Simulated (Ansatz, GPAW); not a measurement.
# A 9-layer slab of Pb(100): work function by functional and basis, part 2 of 2

How far do functional and basis move the work function of a 9-layer slab of Pb(100)?

GPAW 26.7.0 and Ansatz 0.2.0; Ansatz plane waves; slab in vacuum with a dipole correction, relaxation (the session's first sound run).

So far, upper work function (eV): step 2 (relaxation, PBE) 3.80; step 5 (self-consistent run: xc = "revPBE") 3.69; step 6 (self-consistent run: xc = "vdW-DF2", GPAW, PAW setups, GPAW) 4.23; step 7 (self-consistent run: xc = "LDA") 4.13; step 8 (OptPBE vdW: xc = "optPBE-vdW", GPAW, PAW setups, GPAW) 4.03.

### 9. Real-space grid: mode = "fd"

A real-space grid is a second complete basis, so it checks the plane-wave result.

run.py

```python
import json
import numpy as np
from ase import Atoms
from gpaw import GPAW

slab = Atoms(
    ['Pb', 'Pb', 'Pb', 'Pb', 'Pb', 'Pb', 'Pb', 'Pb', 'Pb'],
    positions=[
        [0.00000, 0.00000, 8.00000],
        [1.75009, 1.75009, 10.47500],
        [0.00000, 0.00000, 12.95000],
        [1.75009, 1.75009, 15.42500],
        [-0.00000, 0.00000, 18.00014],
        [1.75009, 1.75009, 20.56507],
        [0.00000, 0.00000, 23.09418],
        [1.75009, 1.75009, 25.77323],
        [0.00000, 0.00000, 28.17095]],
    cell=[[3.50018, 0.0, 0.0], [0.0, 3.50018, 0.0], [0.0, 0.0, 35.8]],
    pbc=[True, True, False])

slab.calc = GPAW(mode='fd', h=0.18, xc='PBE', kpts={'size': (9, 9, 1), 'gamma': True},
                 occupations={'name': 'fermi-dirac', 'width': 0.1}, nbands='140%',
                 convergence={'density': 1e-05}, maxiter=200,
                 poissonsolver={'dipolelayer': 'xy'},
                 symmetry={'tolerance': 1e-3}, txt='slab.txt')
result = {}
energy = slab.get_potential_energy()
fermi = slab.calc.get_fermi_level()
v = slab.calc.get_electrostatic_potential().mean((0, 1)) - fermi
n = slab.calc.get_pseudo_density().mean((0, 1))
L = slab.cell[2, 2]
z = np.arange(len(v)) * L / len(v)
low, high = slab.positions[:, 2].min(), slab.positions[:, 2].max()
below, above = np.interp([low - 5.8, high + 5.8], z, v)
slopes = [np.interp(x, z, np.gradient(v, z)) for x in (low - 5.8, high + 5.8)]
eps = np.array([[slab.calc.get_eigenvalues(k, s) for k in range(len(slab.calc.get_ibz_k_points()))]
                for s in range(slab.calc.get_number_of_spins())]) - fermi
top, bottom = eps[eps < 0].max(), eps[eps > 0].min()
dipole = slab.get_dipole_moment()[2]
print(f'energy {energy:.4f} eV, Fermi level {fermi:.4f} eV, dipole {dipole:.5f} e A')
print(f'potential 5.8 A off the faces, from the Fermi level: lower {below:.4f} eV, upper {above:.4f} eV')
print(f'slope of the potential there: lower {slopes[0]:.5f}, upper {slopes[1]:.5f} eV/A')
print(f'nearest levels on the mesh: {top:.4f} and {bottom:.4f} eV')
print('magnetic moment', round(slab.get_magnetic_moment(), 3))
result.update(energy=energy, fermi=fermi, dipole=dipole, below=below, above=above, slopes=slopes, edges=[top, bottom],
              z=z.tolist(), v=v.tolist(), n=n.tolist(), positions=slab.positions.tolist(),
              forces=slab.get_forces(apply_constraint=False).tolist(), moments=slab.get_magnetic_moments().tolist())
json.dump(result, open('result.json', 'w'))
```

The run is started by

```bash
> OMP_NUM_THREADS=1 OPENBLAS_NUM_THREADS=1 python run.py
```

It took 31 min on 1 thread of AMD EPYC 7R13 (Zen 3), shared host; peak memory 2.6 GiB.

This step gave:

```
dipole along the normal                    : -0.001726 e·Å
levels nearest the Fermi level on the mesh : -0.004118, 0.06299 eV from the Fermi level
upper work function                        : 3.821 eV
lower work function                        : 3.795 eV
```

The electrostatic potential energy of an electron (without an applied field's), less the Fermi level, planar mean oscillates, so the rows of the table below give means over windows of 2.51 Å about each position, cut where the curve ends. Its maxima inside the range that stand out by 2 % of the span (Å: eV): 9.2: -0.0260, 11.7: -0.0949, 14.2: -0.0803, 16.7: 0.432, 19.2: 0.381, 21.8: 0.214, 24.5: 0.772, 27.0: -0.473. Its minima: 8.0: -18.4, 10.5: -18.5, 13.0: -18.5, 15.4: -18.5, 18.1: -18.1, 20.6: -18.5, 23.1: -18.5, 25.8: -18.5, 28.2: -18.5.

Table of electrostatic potential energy of an electron (without an applied field's), less the Fermi level, planar mean by z; means over each step:

z (Å), electrostatic potential energy of an electron (without an applied field's), less the Fermi level, planar mean (eV) and a bar from the least value:
```
     1.25        3.8 ##############################
     3.76        3.8 ##############################
     6.27        1.6 ########################
     8.79       -7.6 #
    11.29       -7.7 
    13.80       -7.7 
    16.31       -7.1 ##
    18.82       -7.1 ##
    21.33       -7.4 #
    23.84       -6.8 ###
    26.35       -7.8 
    28.86       -5.8 #####
    31.37        3.8 ##############################
    33.88        3.8 ##############################
```

The upper face's work function is 3.821 eV, against 3.821 eV in the first plane-wave PBE run at this geometry.

### 10. All levels side by side

Times are for 1 thread of AMD EPYC 7R13 (Zen 3), shared host. Results by setting:

| no. | run | upper work function (eV) | lower work function (eV) | time | memory (GiB) |
| --- | --- | --- | --- | --- | --- |
| 1 | pw | 3.821 | 3.794 | 4.7 min | 0.44 |
| 2 | RPBE | 3.674 | 3.647 | 6.7 min | 0.44 |
| 3 | revPBE | 3.688 | 3.661 | 5.1 min | 0.44 |
| 4 | vdW DF2 | 4.232 | 4.209 | 10 min | 0.71 |
| 5 | LDA | 4.132 | 4.104 | 6 min | 0.44 |
| 6 | optPBE vdW | 4.034 | 4.010 | 10 min | 0.71 |
| 7 | fd | 3.821 | 3.795 | 31 min | 2.6 |

### 11. A second plane-wave code

A second program with its own datasets checks the number independently.

This step: Ansatz plane waves; slab in vacuum with a dipole correction (Ansatz 0.2.0).

input.yaml

```yaml
crystal:
  lattice:
    - [3.5001785669, 0.0, 0.0]
    - [0.0, 3.5001785669, 0.0]
    - [0.0, 0.0, 35.8]
  atoms:
    - { symbol: Pb, position: [0.0, 0.0, 0.2234636872] }
    - { symbol: Pb, position: [0.5, 0.5, 0.2925977654] }
    - { symbol: Pb, position: [0.0, 0.0, 0.3617318436] }
    - { symbol: Pb, position: [0.5, 0.5, 0.4308659218] }
    - { symbol: Pb, position: [0.0, 0.0, 0.5027971415] }
    - { symbol: Pb, position: [0.5, 0.5, 0.5744432869] }
    - { symbol: Pb, position: [0.0, 0.0, 0.6450889323] }
    - { symbol: Pb, position: [0.5, 0.5, 0.7199226516] }
    - { symbol: Pb, position: [0.0, 0.0, 0.7868979197] }
kpoints:
  mp_grid: { grid: [9, 9, 1] }
hamiltonian:
  xc: pbe
scf:
  occupations: { method: fermi_dirac, width: 0.1 }
efield:
  axis: 3
  dipole_correction: true
  ramp_width: 0.05
output:
  forces: true
  write_potential: true
  write_density: true
  volumetric_format: npy
```

The run is started by

```bash
> ansatz run input.yaml --threads 4 --pin off --max-ram 8192MiB --backend cpu --events-out ev --progress --plain --runs-dir out
```

It took 11 s on 4 threads; peak memory 1.2 GiB.

This step gave:

- upper work function: 3.799 eV
- lower work function: 3.773 eV
- dipole along the normal: -0.001758 e·Å
- dipole field: -7.25e-4 V/Å
- vacuum level above: 9.207 eV
- vacuum level below: 9.181 eV

The electrostatic potential energy of an electron (with the applied field's), less the Fermi level, planar mean oscillates, so the rows of the table below give means over windows of 2.54 Å about each position, cut where the curve ends. Its maxima inside the range that stand out by 2 % of the span (Å: eV): 9.2: -0.0178, 11.8: -0.156, 14.2: -0.0598, 16.7: 0.414, 19.2: 0.364, 21.8: 0.178, 24.5: 0.810, 27.0: -0.407. Its minima: 8.1: -9.77, 10.4: -9.82, 13.0: -9.86, 15.4: -9.83, 18.0: -9.72, 20.6: -9.82, 23.1: -9.81, 25.8: -9.78, 28.2: -9.78.

Table of electrostatic potential energy of an electron (with the applied field's), less the Fermi level, planar mean by z; means over each step:

| z (Å) | electrostatic potential energy of an electron (with the applied field's), less the Fermi level, planar mean (eV) |
| --- | --- |
| 1.27 | 3.78 |
| 3.81 | 3.77 |
| 6.35 | 1.09 |
| 8.89 | -5.58 |
| 11.43 | -5.65 |
| 13.97 | -5.65 |
| 16.51 | -5.11 |
| 19.05 | -5.13 |
| 21.59 | -5.35 |
| 24.13 | -4.62 |
| 26.67 | -5.96 |
| 29.21 | -2.05 |
| 31.75 | 3.77 |
| 34.29 | 3.80 |

The valence density, planar mean oscillates, so the rows of the table below give means over windows of 2.54 Å about each position, cut where the curve ends. Its maxima inside the range that stand out by 2 % of the span (Å: e/Å³): 8.1: 0.933, 10.4: 0.938, 13.0: 0.940, 15.4: 0.931, 18.0: 0.935, 20.6: 0.939, 23.1: 0.938, 25.8: 0.938, 28.2: 0.939. Its minima: 9.2: 0.144, 11.8: 0.145, 14.2: 0.143, 16.7: 0.126, 19.2: 0.128, 21.8: 0.135, 24.5: 0.111, 27.0: 0.158.

The valence density, planar mean by z; means over each step:

z (Å), valence density, planar mean (e/Å³) and a bar:
```
     1.27      0.000 
     3.81      0.000 
     6.35      0.102 ######
     8.89      0.467 #############################
    11.43      0.469 #############################
    13.97      0.471 #############################
    16.51      0.439 ###########################
    19.05      0.442 ###########################
    21.59      0.453 ############################
    24.13      0.410 #########################
    26.67      0.490 ##############################
    29.21      0.305 ###################
    31.75      0.001 
    34.29      0.000
```

Force by atom:

| atom | x (eV/Å) | y (eV/Å) | z (eV/Å) | size |
| --- | --- | --- | --- | --- |
| Pb1 | 0.000 | 0.000 | 0.094 | 0.094 |
| Pb2 | 0.000 | 0.000 | -0.334 | 0.334 |
| Pb3 | 0.000 | 0.000 | 0.134 | 0.134 |
| Pb4 | 0.000 | 0.000 | 0.102 | 0.102 |
| Pb5 | 0.000 | 0.000 | 0.001 | 0.001 |
| Pb6 | 0.000 | 0.000 | 0.007 | 0.007 |
| Pb7 | 0.000 | 0.000 | 0.001 | 0.001 |
| Pb8 | 0.000 | 0.000 | 0.007 | 0.007 |
| Pb9 | 0.000 | 0.000 | -0.012 | 0.012 |

The upper face's work function is 3.799 eV, against 3.821 eV in the first plane-wave PBE run at this geometry.

### 12. Side by side

Results and costs are gathered.

This step: comparison of work functions, dipole and cost (GPAW 26.7.0).

Ladder, by row:

| step | code | work function, upper (eV) | work function, lower (eV) | dipole (e Å) | wall time (s) | peak memory (GiB) | threads |
| --- | --- | --- | --- | --- | --- | --- | --- |
| pw | GPAW | 3.821 | 3.794 | -0.001661 | 284.5 | 0.44 | 1 |
| RPBE | GPAW | 3.674 | 3.647 | -0.001629 | 403.4 | 0.44 | 1 |
| revPBE | GPAW | 3.688 | 3.661 | -0.001669 | 304.3 | 0.44 | 1 |
| vdW-DF2 | GPAW | 4.232 | 4.209 | -0.001399 | 622.8 | 0.71 | 1 |
| LDA | GPAW | 4.132 | 4.104 | -0.001685 | 361 | 0.44 | 1 |
| optPBE-vdW | GPAW | 4.034 | 4.01 | -0.001498 | 614.3 | 0.71 | 1 |
| fd | GPAW | 3.821 | 3.795 | -0.001726 | 1862 | 2.64 | 1 |
| ansatz | Ansatz | 3.799 | 3.773 | -0.001758 | 11.31 | 1.171 | 4 |

### 13. Summary of results

| Quantity | Value |
| --- | --- |
| work function, upper and lower face | 3.821 and 3.794 eV |
| dipole along the normal | -0.00166 e Å |

In words: With plane waves and PBE the work function is 3.82 eV on the upper face and 3.79 eV on the lower. The measured value for polycrystalline Pb, which weights the faces of low work function, is 4.25 eV (as compiled in "Anisotropic work function of elemental crystals", 2019, arxiv:1902.07811); the relaxed upper face lies 0.43 eV under it with PBE, and vdW-DF2 comes nearest (4.23 eV). Measured work functions scatter by a tenth of an eV or more between methods. Over the sound runs of the table the upper face's work function spans 3.674 (RPBE) to 4.232 eV (vdW-DF2). The two plane-wave codes differ by 0.022 eV on the upper face. The small printed dipole stands for a step of 25 meV from the lower to the upper face, and the probes find 27 meV; values this small are near the numerical noise of both. The in-plane lattice was kept as typed, which isn't the functional's own and leaves some strain; spin-orbit coupling and temperature are left out.

[Logs are printed without paths, hosts, clocks, repeated set-up lines and the standing remarks that a program may print on its own settings, such as how far it seeks lower states.]

[Hosts, paths, dates, database ids (printed as entryN), source tags and the programs' standing remarks are cut or masked in the printed files.]
